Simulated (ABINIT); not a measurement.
# SrTiO3 (Tausonite): bands and cutoff in G0W0 with ABINIT, part 2 of 2

What does each rung of G0W0 on SrTiO3 (Tausonite) cost, and what does it buy?

ABINIT 10.8.3; PBE and many-body steps on it, plane waves. Known limits of the many-body steps: not at the basis limit; no spin-orbit coupling; coarse k mesh.

So far. Step 3 (Screening, 4×4×4 mesh, 107 bands, screening to 93.9 eV): Local fields lower ε∞ by 4 %. On a Γ-centred mesh this coarse the value itself is usually too large, while a short band sum pulls it down. Step 4 (107 bands, 93.9 eV): The gap on the mesh goes from 1.91 eV to 3.46 eV, a correction of +1.55 eV.

### Step 6. 159 bands, 127.6 eV

This step: G0W0 on PBE, plane waves, norm-conserving pseudopotentials.

run.abi

```
acell 3*1.0 Angstrom
rprim 
  3.905280000000 0.000000000000 0.000000000000
  0.000000000000 3.905280000000 0.000000000000
  0.000000000000 0.000000000000 3.905280000000
ntypat 3
znucl 38 22 8
natom 5
typat 1 2 3 3 3
xred 
  0.500000000000 0.500000000000 0.500000000000
  0.000000000000 0.000000000000 0.000000000000
  0.500000000000 0.000000000000 0.000000000000
  0.000000000000 0.500000000000 0.000000000000
  0.000000000000 0.000000000000 0.500000000000
pp_dirpath "pseudos"
pseudos "Sr.upf, Ti.upf, O.upf"
ecut 38
ngkpt 4 4 4
nshiftk 1
shiftk 0 0 0
kptopt 1
chksymbreak 0
istwfk *1
occopt 1
irdwfk 1
optdriver 4
nband 159
gwcalctyp 0
ecutsigx 38
symsigma 1
nkptgw 4
kptgw 
  0.5000000000 0.5000000000 0.5000000000
  0.0000000000 0.0000000000 0.0000000000
  0.5000000000 0.0000000000 0.0000000000
  0.5000000000 0.5000000000 0.0000000000
bdgw 
  18 23
  18 23
  19 23
  18 22
ecuteps 4.69
irdscr 1
ppmodel 1
indata_prefix "in"
outdata_prefix "out"
tmpdata_prefix "tmp"
```

Started as:

```console
$ OMP_NUM_THREADS=1 mpirun -n 4 abinit run.abi > log
```

What it wrote:

```text
.Version 10.8.3 of ABINIT. v10.8.2 released Aug 2026.

 Symmetries : space group Pm -3 m (#221); Bravais cP (primitive cubic)
[... echo of the input left out ...]
== DATASET  1 ==================================================================
-   mpi_nproc: 4, omp_nthreads: 1 (-1 if OMP is not activated)

--- !DatasetInfo
iteration_state: {dtset: 1, }
dimensions: {natom: 5, nkpt: 10, mband: 159, nsppol: 1, nspinor: 1, nspden: 1, mpw: 4632, }
cutoff_energies: {ecut:  38.0, pawecutdg:  -1.0, }
electrons: {nelect:   4.00000000E+01, charge:   0.00000000E+00, occopt:   1.00000000E+00, tsmear:   1.00000000E-02, }

 SIGMA: Calculation of the GW corrections

 Based on a program developped by R.W. Godby, V. Olevano, G. Onida, and L. Reining.
 Incorporated in ABINIT by V. Olevano, G.-M. Rignanese, and M. Torrent.
.Using double precision arithmetic ; gwpc =  8

[... cell and pseudopotentials left out ...]
--------------------------------------------------------------------------------

 ==== K-mesh for the wavefunctions ====
 Number of points in the irreducible wedge :    10
[... list of points left out ...]
 Together with 48 symmetry operations and time-reversal symmetry
 yields    64 points in the full Brillouin Zone.

 ==== Q-mesh for screening function ====
 Number of points in the irreducible wedge :    10
[... list of points left out ...]
 Together with 48 symmetry operations and time-reversal symmetry
 yields    64 points in the full Brillouin Zone.

 vcoul_init : cutoff-mode = AUXILIARY_FUNCTION
 q-points for optical limit:   1
     1)      0.000010    0.000020    0.000030
 setmesh: FFT mesh size selected  =    45x   45x   45
          total number of points  =        91125

 Number of electrons calculated from density =   40.0000; Expected =   40.0000
[...]
matrix elements of self-energy operator (all in [eV])

 Perturbative Calculation

--- !SelfEnergy_ee
iteration_state: {dtset: 1, }
kpoint     : [   0.500,    0.500,    0.500, ]
spin       : 1
KS_gap     :    4.517
QP_gap     :    6.374
Delta_QP_KS:    1.857
data: !SigmaeeData |
     Band     E0 <VxcDFT>   SigX SigC(E0)      Z dSigC/dE  Sig(E)    E-E0       E
       18   6.925 -20.195 -25.189   4.837   0.771  -0.297 -20.315  -0.121   6.805
       19   6.925 -20.195 -25.189   4.837   0.771  -0.297 -20.315  -0.121   6.805
       20   6.925 -20.195 -25.189   4.837   0.771  -0.297 -20.315  -0.121   6.805
[...]
--- !SelfEnergy_ee
iteration_state: {dtset: 1, }
kpoint     : [   0.000,    0.000,    0.000, ]
spin       : 1
KS_gap     :    2.263
QP_gap     :    3.830
Delta_QP_KS:    1.567
data: !SigmaeeData |
     Band     E0 <VxcDFT>   SigX SigC(E0)      Z dSigC/dE  Sig(E)    E-E0       E
[...]
--- !SelfEnergy_ee
iteration_state: {dtset: 1, }
kpoint     : [   0.500,    0.000,    0.000, ]
spin       : 1
KS_gap     :    2.804
QP_gap     :    4.500
Delta_QP_KS:    1.697
data: !SigmaeeData |
     Band     E0 <VxcDFT>   SigX SigC(E0)      Z dSigC/dE  Sig(E)    E-E0       E
[...]
--- !SelfEnergy_ee
iteration_state: {dtset: 1, }
kpoint     : [   0.500,    0.500,    0.000, ]
spin       : 1
KS_gap     :    3.925
QP_gap     :    5.758
Delta_QP_KS:    1.833
data: !SigmaeeData |
     Band     E0 <VxcDFT>   SigX SigC(E0)      Z dSigC/dE  Sig(E)    E-E0       E
[...]
21  10.764 -21.573 -13.350  -5.957   0.748  -0.337 -19.878   1.695  12.459
       22  10.764 -21.573 -13.350  -5.957   0.748  -0.337 -19.878   1.695  12.459

== END DATASET(S) ==============================================================
================================================================================

 -outvars: echo values of variables after computation  --------
           etotal      0.0000000000E+00
            nband         159
             nkpt          10
          spgroup         221
 [... the other variables as echoed above ...]

 Calculation completed.
```

Elapsed: 26 s, on 4 MPI ranks of Arm Neoverse V1, shared host; peak memory 1.1 GiB.

This step gave:

| Property | Result |
| --- | --- |
| G0W0 gap on the mesh | 3.470 eV |
| starting gap on the mesh | 1.908 eV |
| k of the valence top | 0.5, 0.5, 0.5 |
| k of the conduction bottom | 0, 0, 0 |
| Z at the valence top | 0.771 |
| Z at the conduction bottom | 0.784 |
| least direct G0W0 gap on the computed points | 3.83 eV |

Against G0W0 in ABINIT (4×4×4 mesh, 107 bands, screening to 93.9 eV, Godby-Needs plasmon pole), the gap moves by +0.011 eV.

### Step 7. Screening, 4×4×4 mesh, 232 bands, screening to 169 eV

This step: RPA screening on PBE, plane waves, norm-conserving pseudopotentials.

run.abi: that of step 6 with these lines changed.

```diff
@@ -26,21 +26,8 @@
 irdwfk 1
-optdriver 4
-nband 159
-gwcalctyp 0
-ecutsigx 38
-symsigma 1
-nkptgw 4
-kptgw 
-  0.5000000000 0.5000000000 0.5000000000
-  0.0000000000 0.0000000000 0.0000000000
-  0.5000000000 0.0000000000 0.0000000000
-  0.5000000000 0.5000000000 0.0000000000
-bdgw 
-  18 23
-  18 23
-  19 23
-  18 22
-ecuteps 4.69
-irdscr 1
-ppmodel 1
+optdriver 3
+nband 232
+ecuteps 6.21
+inclvkb 2
+awtr 1
+symchi 1
 indata_prefix "in"
```

What it wrote:

```text
.Version 10.8.3 of ABINIT. v10.8.2 released Aug 2026.

 Symmetries : space group Pm -3 m (#221); Bravais cP (primitive cubic)
[... echo of the input left out ...]
== DATASET  1 ==================================================================
-   mpi_nproc: 4, omp_nthreads: 1 (-1 if OMP is not activated)

--- !DatasetInfo
iteration_state: {dtset: 1, }
dimensions: {natom: 5, nkpt: 10, mband: 232, nsppol: 1, nspinor: 1, nspden: 1, mpw: 4632, }
cutoff_energies: {ecut:  38.0, pawecutdg:  -1.0, }
[...]
--------------------------------------------------------------------------------
[... chi0 elements left out ...]
 For q-point:  0.000010 0.000020 0.000030
  dielectric constant =   6.4050
  dielectric constant without local fields =   6.7765

  Average fulfillment of the sum rule on Im[epsilon] for q-point    1 :     79.14  [%]
[... wings left out ...]
  q-point number  2        q = ( 0.250000, 0.000000, 0.000000) [r.l.u.]
--------------------------------------------------------------------------------
[... chi0 elements left out ...]
  Average fulfillment of the sum rule on Im[epsilon] for q-point    2 :     85.56  [%]

 [... 8 further q-points ...]
```

Elapsed: 3.3 min, on 4 MPI ranks; peak memory 1.9 GiB.

Numbers from this step:

* ε∞ with local fields, on this mesh, along the program's q direction: 6.405
* the same without local fields: 6.777
* plasma frequency: 30.43 eV
* plane waves in the screening matrix: 305

### Step 8. 232 bands, 169 eV

This step: G0W0 on PBE, plane waves, norm-conserving pseudopotentials.

run.abi: that of step 7 with these lines changed.

```diff
@@ -26,8 +26,21 @@
 irdwfk 1
-optdriver 3
+optdriver 4
 nband 232
+gwcalctyp 0
+ecutsigx 38
+symsigma 1
+nkptgw 4
+kptgw 
+  0.5000000000 0.5000000000 0.5000000000
+  0.0000000000 0.0000000000 0.0000000000
+  0.5000000000 0.0000000000 0.0000000000
+  0.5000000000 0.5000000000 0.0000000000
+bdgw 
+  18 23
+  18 23
+  19 23
+  18 22
 ecuteps 6.21
-inclvkb 2
-awtr 1
-symchi 1
+irdscr 1
+ppmodel 1
 indata_prefix "in"
```

What it wrote:

```text
.Version 10.8.3 of ABINIT. v10.8.2 released Aug 2026.

 Symmetries : space group Pm -3 m (#221); Bravais cP (primitive cubic)
[... echo of the input left out ...]
== DATASET  1 ==================================================================
-   mpi_nproc: 4, omp_nthreads: 1 (-1 if OMP is not activated)

--- !DatasetInfo
iteration_state: {dtset: 1, }
dimensions: {natom: 5, nkpt: 10, mband: 232, nsppol: 1, nspinor: 1, nspden: 1, mpw: 4632, }
cutoff_energies: {ecut:  38.0, pawecutdg:  -1.0, }
[...]
Band     E0 <VxcDFT>   SigX SigC(E0)      Z dSigC/dE  Sig(E)    E-E0       E
[...]
21  10.764 -21.573 -13.350  -6.157   0.750  -0.333 -20.023   1.550  12.314
       22  10.764 -21.573 -13.350  -6.157   0.750  -0.333 -20.023   1.550  12.314

== END DATASET(S) ==============================================================
================================================================================

 -outvars: echo values of variables after computation  --------
           etotal      0.0000000000E+00
            nband         232
             nkpt          10
          spgroup         221
 [... the other variables as echoed above ...]

 Calculation completed.
```

Run time: 84 s. Hardware: 4 MPI ranks; peak memory 1.8 GiB; 5.6 min of CPU time.

This step gave:

* G0W0 gap on the mesh: 3.468 eV
* starting gap on the mesh: 1.908 eV
* k of the valence top: 0.5, 0.5, 0.5
* k of the conduction bottom: 0, 0, 0
* least direct G0W0 gap on the computed points: 3.837 eV

Against G0W0 in ABINIT (4×4×4 mesh, 159 bands, screening to 127.6 eV, Godby-Needs plasmon pole), the gap moves by −0.002 eV.

### Step 9. Screening, 4×4×4 mesh, 346 bands, screening to 225.3 eV

This step: RPA screening on PBE, plane waves, norm-conserving pseudopotentials.

run.abi: that of step 8 with these lines changed.

```diff
@@ -26,21 +26,8 @@
 irdwfk 1
-optdriver 4
-nband 232
-gwcalctyp 0
-ecutsigx 38
-symsigma 1
-nkptgw 4
-kptgw 
-  0.5000000000 0.5000000000 0.5000000000
-  0.0000000000 0.0000000000 0.0000000000
-  0.5000000000 0.0000000000 0.0000000000
-  0.5000000000 0.5000000000 0.0000000000
-bdgw 
-  18 23
-  18 23
-  19 23
-  18 22
-ecuteps 6.21
-irdscr 1
-ppmodel 1
+optdriver 3
+nband 346
+ecuteps 8.28
+inclvkb 2
+awtr 1
+symchi 1
 indata_prefix "in"
```

What it wrote:

```text
.Version 10.8.3 of ABINIT. v10.8.2 released Aug 2026.

 Symmetries : space group Pm -3 m (#221); Bravais cP (primitive cubic)
[... echo of the input left out ...]
== DATASET  1 ==================================================================
-   mpi_nproc: 4, omp_nthreads: 1 (-1 if OMP is not activated)

--- !DatasetInfo
iteration_state: {dtset: 1, }
dimensions: {natom: 5, nkpt: 10, mband: 346, nsppol: 1, nspinor: 1, nspden: 1, mpw: 4632, }
cutoff_energies: {ecut:  38.0, pawecutdg:  -1.0, }
[...]
--------------------------------------------------------------------------------
[... chi0 elements left out ...]
 For q-point:  0.000010 0.000020 0.000030
  dielectric constant =   6.3902
  dielectric constant without local fields =   6.7776

  Average fulfillment of the sum rule on Im[epsilon] for q-point    1 :     85.36  [%]
[... wings left out ...]
  q-point number  2        q = ( 0.250000, 0.000000, 0.000000) [r.l.u.]
--------------------------------------------------------------------------------
[... chi0 elements left out ...]
  Average fulfillment of the sum rule on Im[epsilon] for q-point    2 :     89.74  [%]

 [... 8 further q-points ...]
```

Wall time 7.1 min (4 MPI ranks); peak memory 2.5 GiB; 28 min of CPU time.

Numbers from this step:

```yaml
eps_infinity_with_local_fields_on_this_mesh_along_the_program_s_q_direction: 6.390
the_same_without_local_fields: 6.778
plasma_frequency: 30.43 eV
plane_waves_in_the_screening_matrix: 461
```

### Step 10. 346 bands, 225.3 eV

This step: G0W0 on PBE, plane waves, norm-conserving pseudopotentials.

run.abi: that of step 9 with these lines changed.

```diff
@@ -26,8 +26,21 @@
 irdwfk 1
-optdriver 3
+optdriver 4
 nband 346
+gwcalctyp 0
+ecutsigx 38
+symsigma 1
+nkptgw 4
+kptgw 
+  0.5000000000 0.5000000000 0.5000000000
+  0.0000000000 0.0000000000 0.0000000000
+  0.5000000000 0.0000000000 0.0000000000
+  0.5000000000 0.5000000000 0.0000000000
+bdgw 
+  18 23
+  18 23
+  19 23
+  18 22
 ecuteps 8.28
-inclvkb 2
-awtr 1
-symchi 1
+irdscr 1
+ppmodel 1
 indata_prefix "in"
```

What it wrote:

```text
.Version 10.8.3 of ABINIT. v10.8.2 released Aug 2026.

 Symmetries : space group Pm -3 m (#221); Bravais cP (primitive cubic)
[... echo of the input left out ...]
== DATASET  1 ==================================================================
-   mpi_nproc: 4, omp_nthreads: 1 (-1 if OMP is not activated)

--- !DatasetInfo
iteration_state: {dtset: 1, }
dimensions: {natom: 5, nkpt: 10, mband: 346, nsppol: 1, nspinor: 1, nspden: 1, mpw: 4632, }
cutoff_energies: {ecut:  38.0, pawecutdg:  -1.0, }
[...]
Band     E0 <VxcDFT>   SigX SigC(E0)      Z dSigC/dE  Sig(E)    E-E0       E
[...]
21  10.764 -21.573 -13.350  -6.341   0.745  -0.341 -20.170   1.403  12.166
       22  10.764 -21.573 -13.350  -6.341   0.745  -0.341 -20.170   1.403  12.166

== END DATASET(S) ==============================================================
================================================================================

 -outvars: echo values of variables after computation  --------
           etotal      0.0000000000E+00
            nband         346
             nkpt          10
          spgroup         221
 [... the other variables as echoed above ...]

 Calculation completed.
```

The job ended after 4.3 min (4 MPI ranks; peak memory 2.6 GiB).

This step gave:

```yaml
g0w0_gap_on_the_mesh: 3.466 eV
starting_gap_on_the_mesh: 1.908 eV
k_of_the_valence_top: 0.5, 0.5, 0.5
k_of_the_conduction_bottom: 0, 0, 0
least_direct_g0w0_gap_on_the_computed_points: 3.842 eV
```

Against G0W0 in ABINIT (4×4×4 mesh, 232 bands, screening to 169 eV, Godby-Needs plasmon pole), the gap moves by −0.002 eV.

### Step 11. Screening, 4×4×4 mesh, 504 bands, screening to 292.8 eV

This step: RPA screening on PBE, plane waves, norm-conserving pseudopotentials.

run.abi: that of step 10 with these lines changed.

```diff
@@ -26,21 +26,8 @@
 irdwfk 1
-optdriver 4
-nband 346
-gwcalctyp 0
-ecutsigx 38
-symsigma 1
-nkptgw 4
-kptgw 
-  0.5000000000 0.5000000000 0.5000000000
-  0.0000000000 0.0000000000 0.0000000000
-  0.5000000000 0.0000000000 0.0000000000
-  0.5000000000 0.5000000000 0.0000000000
-bdgw 
-  18 23
-  18 23
-  19 23
-  18 22
-ecuteps 8.28
-irdscr 1
-ppmodel 1
+optdriver 3
+nband 504
+ecuteps 10.76
+inclvkb 2
+awtr 1
+symchi 1
 indata_prefix "in"
```

What it wrote:

```text
.Version 10.8.3 of ABINIT. v10.8.2 released Aug 2026.

 Symmetries : space group Pm -3 m (#221); Bravais cP (primitive cubic)
[... echo of the input left out ...]
== DATASET  1 ==================================================================
-   mpi_nproc: 4, omp_nthreads: 1 (-1 if OMP is not activated)

--- !DatasetInfo
iteration_state: {dtset: 1, }
dimensions: {natom: 5, nkpt: 10, mband: 504, nsppol: 1, nspinor: 1, nspden: 1, mpw: 4632, }
cutoff_energies: {ecut:  38.0, pawecutdg:  -1.0, }
[...]
--------------------------------------------------------------------------------
[... chi0 elements left out ...]
 For q-point:  0.000010 0.000020 0.000030
  dielectric constant =   6.3864
  dielectric constant without local fields =   6.7781

  Average fulfillment of the sum rule on Im[epsilon] for q-point    1 :     89.72  [%]
[... wings left out ...]
  q-point number  2        q = ( 0.250000, 0.000000, 0.000000) [r.l.u.]
--------------------------------------------------------------------------------
[... chi0 elements left out ...]
  Average fulfillment of the sum rule on Im[epsilon] for q-point    2 :     92.64  [%]

 [... 8 further q-points ...]
```

The job ended after 18 min (4 MPI ranks; peak memory 3.9 GiB).

This step gave:

| Property | Result |
| --- | --- |
| ε∞ with local fields, on this mesh, along the program's q direction | 6.386 |
| the same without local fields | 6.778 |
| plasma frequency | 30.43 eV |
| plane waves in the screening matrix | 691 |

### Step 12. 504 bands, 292.8 eV

This step: G0W0 on PBE, plane waves, norm-conserving pseudopotentials.

run.abi: that of step 11 with these lines changed.

```diff
@@ -26,8 +26,21 @@
 irdwfk 1
-optdriver 3
+optdriver 4
 nband 504
+gwcalctyp 0
+ecutsigx 38
+symsigma 1
+nkptgw 4
+kptgw 
+  0.5000000000 0.5000000000 0.5000000000
+  0.0000000000 0.0000000000 0.0000000000
+  0.5000000000 0.0000000000 0.0000000000
+  0.5000000000 0.5000000000 0.0000000000
+bdgw 
+  18 23
+  18 23
+  19 23
+  18 22
 ecuteps 10.76
-inclvkb 2
-awtr 1
-symchi 1
+irdscr 1
+ppmodel 1
 indata_prefix "in"
```

What it wrote:

```text
.Version 10.8.3 of ABINIT. v10.8.2 released Aug 2026.

 Symmetries : space group Pm -3 m (#221); Bravais cP (primitive cubic)
[... echo of the input left out ...]
== DATASET  1 ==================================================================
-   mpi_nproc: 4, omp_nthreads: 1 (-1 if OMP is not activated)

--- !DatasetInfo
iteration_state: {dtset: 1, }
dimensions: {natom: 5, nkpt: 10, mband: 504, nsppol: 1, nspinor: 1, nspden: 1, mpw: 4632, }
cutoff_energies: {ecut:  38.0, pawecutdg:  -1.0, }
[...]
Band     E0 <VxcDFT>   SigX SigC(E0)      Z dSigC/dE  Sig(E)    E-E0       E
[...]
21  10.764 -21.573 -13.350  -6.506   0.747  -0.339 -20.290   1.282  12.046
       22  10.764 -21.573 -13.350  -6.506   0.747  -0.339 -20.290   1.282  12.046

== END DATASET(S) ==============================================================
================================================================================

 -outvars: echo values of variables after computation  --------
           etotal      0.0000000000E+00
            nband         504
             nkpt          10
          spgroup         221
 [... the other variables as echoed above ...]

 Calculation completed.
```

It took 14 min on 4 MPI ranks; peak memory 4.5 GiB; 55 min of CPU time.

Numbers from this step:

```
G0W0 gap on the mesh                         : 3.454 eV
starting gap on the mesh                     : 1.908 eV
k of the valence top                         : 0.5, 0.5, 0.5
k of the conduction bottom                   : 0, 0, 0
least direct G0W0 gap on the computed points : 3.836 eV
```

Against G0W0 in ABINIT (4×4×4 mesh, 346 bands, screening to 225.3 eV, Godby-Needs plasmon pole), the gap moves by −0.012 eV.

### Step 13. Side by side

Times are wall times on 4 MPI ranks of Arm Neoverse V1, shared host, good to a factor of about two. A run's time includes the screening step that it read.

| run | mesh | bands | screening cutoff (eV) | DFT gap (eV) | gap on the mesh (eV) | direct (eV) | ε∞ used | time |
| --- | --- | --- | --- | --- | --- | --- | --- | --- |
| 107 bands, 93.9 eV | 4×4×4 | 107 | 93.9 | 1.908 | 3.459 | 3.810 | 6.49 | 66 s |
| 159 bands, 127.6 eV | 4×4×4 | 159 | 127.6 | 1.908 | 3.470 | 3.830 | 6.41 | 1.9 min |
| 232 bands, 169 eV | 4×4×4 | 232 | 169 | 1.908 | 3.468 | 3.837 | 6.41 | 4.7 min |
| 346 bands, 225.3 eV | 4×4×4 | 346 | 225.3 | 1.908 | 3.466 | 3.842 | 6.39 | 11 min |
| 504 bands, 292.8 eV | 4×4×4 | 504 | 292.8 | 1.908 | 3.454 | 3.836 | 6.39 | 31 min |

### Step 14. Summary of results

| Item | Value |
| --- | --- |
| 107 bands, 93.9 eV | 3.459 eV |
| 159 bands, 127.6 eV | 3.470 eV |
| 232 bands, 169 eV | 3.468 eV |
| 346 bands, 225.3 eV | 3.466 eV |
| 504 bands, 292.8 eV | 3.454 eV |
| known limits | not at the basis limit; no spin-orbit coupling; coarse k mesh |

**Reading.** From the first rung to the last the gap moves by −0.005 eV for 29 times the time. The 4×4×4 mesh is coarse for this cell, which bears on the long-range parts of exchange and screening. This is the ideal cubic cell; many perovskites, halides above all, are cubic only on average, and local tilts or off-centring can widen the gap. The many-body steps are scalar-relativistic: spin-orbit coupling is not in them.

[Paths, hosts, dates, memory and timing lines, banners, echoed tables and standing remarks are left out of the program output.]

[Logs are printed without paths, hosts, clocks, repeated set-up lines and the standing remarks that a program may print on its own settings, such as how far it seeks lower states.]

[Runs of the session that timed out or met a known fault of the program may be left out.]

[Hosts, paths, dates, database ids (printed as entryN), source tags and the programs' standing remarks are cut or masked in the printed files.]

[G0W0 gaps are taken among the corrected bands and points alone; a level outside them can change the order at an edge.]

[Where Ansatz stands beside ABINIT at settings called matched, ABINIT's density can come from a denser mesh and the files from another edition; pairs whose starting gaps differed by over 0.03 eV were left out, so agreement reads better than it is.]
